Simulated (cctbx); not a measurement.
## Occupancies in Hf2TiFe3

Cell a = 5.0180 Å, b = 5.0180 Å, c = 8.1570 Å, α = 90.00°, β = 90.00°, γ = 120.00°; space group P6_3/mmc (no. 194); nominal formula Hf2TiFe3.

Simulated single-crystal data (cctbx): Mo Kα, λ = 0.71073 Å, to d = 0.77 Å, 80 % of the full sphere, strongest reflection 40000 counts, noise from counting, a 2 % proportional error and a noise floor of 8 counts (s.d.); no absorption.

With every site full:

```text
Rint 0.019, 101 unique reflections to 0.77 A
cycle     R1     wR2    GooF  max shift (A)
   1  0.1523  0.3492  37.492   0.00178
   2  0.0382  0.0919   9.863   0.00000
final R1 0.0382 wR2 0.0919 GooF 9.863  parameters 9  data/parameter 11.2
atom        x        y        z      Ueq    occ   su(xyz)  su(Uiso or U11)
Hf1    0.33333  0.66667  0.06686   0.0034  1.000  0.00014  0.0006
Fe2    0.65929  0.82965  0.75000  -0.0059  1.000  0.00061  0.0012  NPD
Ti1    0.00000  0.00000  0.00000   0.0037  1.000  0.00000  0.0019
difference map: max 5.78 min -1.05 rms 0.84
Q1    0.1610  0.3219  0.7500    6    5.80  0.08 A from Fe2
Q2    0.0000  0.0000  0.0000    2    1.74  0.00 A from Ti1
Q3    0.3333  0.6667  0.0602    4    1.67  0.05 A from Hf1
Q4    0.3333  0.6667  0.7500    2    0.99  1.42 A from Fe2
Q5    0.0000  0.0000  0.1920    4    0.87  1.55 A from Fe2
Q6    0.9908  0.4954  0.1911   12    0.75  1.49 A from Fe2
```

With the occupancies of the suspect sites free, each still typed as its main element:

```text
Rint 0.019, 101 unique reflections to 0.77 A
cycle     R1     wR2    GooF  max shift (A)
   1  0.1044  0.2492  27.053   0.00109
   9  0.0048  0.0109   1.178   0.00000
final R1 0.0048 wR2 0.0108 GooF 1.173  parameters 11  data/parameter 9.2
atom        x        y        z      Ueq    occ   su(xyz)  su(Uiso or U11)
Hf1    0.33333  0.66667  0.06689   0.0038  0.934  0.00002  0.0001
Fe2    0.65958  0.82979  0.75000   0.0026  1.129  0.00007  0.0002
Ti1    0.00000  0.00000  0.00000   0.0064  1.000  0.00000  0.0003
su of occupancy Hf1: 0.005
su of occupancy Fe2: 0.007
difference map: max 0.47 min -0.29 rms 0.09
Q1    0.0000  0.0000  0.1821    4    0.48  1.49 A from Ti1
Q2    0.2809  0.5618  0.2500    6    0.46  1.56 A from Hf1
Q3    0.3333  0.6667  0.7500    2    0.33  1.42 A from Fe2
Q4    0.9936  0.4968  0.1789   12    0.26  1.53 A from Fe2
Q5    0.0856  0.3308  0.5506   24    0.24  1.55 A from Ti1
Q6    0.1453  0.5726  0.0422   12    0.23  0.84 A from Hf1
```

**Question.** What is the disorder?

X-rays count electrons. Hf1 refines to 0.934(0.005), or 67.2 electrons; the site truly holds 0.9 Hf and 0.1 Fe, 67.4 electrons, which is 0.936 of Hf; Fe2 refines to 1.129(0.007), or 29.4 electrons; the site truly holds 0.9333 Fe and 0.0667 Hf, 29.1 electrons, which is 1.118 of Fe. A value under 1 can't tell vacancies from a lighter guest, and one over 1 needs a heavier guest; chemistry or a second radiation must settle which. Occupancy correlates with U and the scale, and the two elements' form factors differ in shape, so the match is approximate.

Freeing them takes R1 from 0.0382 to 0.0048 and GooF from 9.86 to 1.17.

The model is made up (kin elements in a known structure type, no relaxation), so it says nothing on whether the phase exists.

[Middle refinement cycles are left out of these outputs.]

[Logs are printed without paths, hosts, clocks, repeated set-up lines and the standing remarks that a program may print on its own settings, such as how far it seeks lower states.]
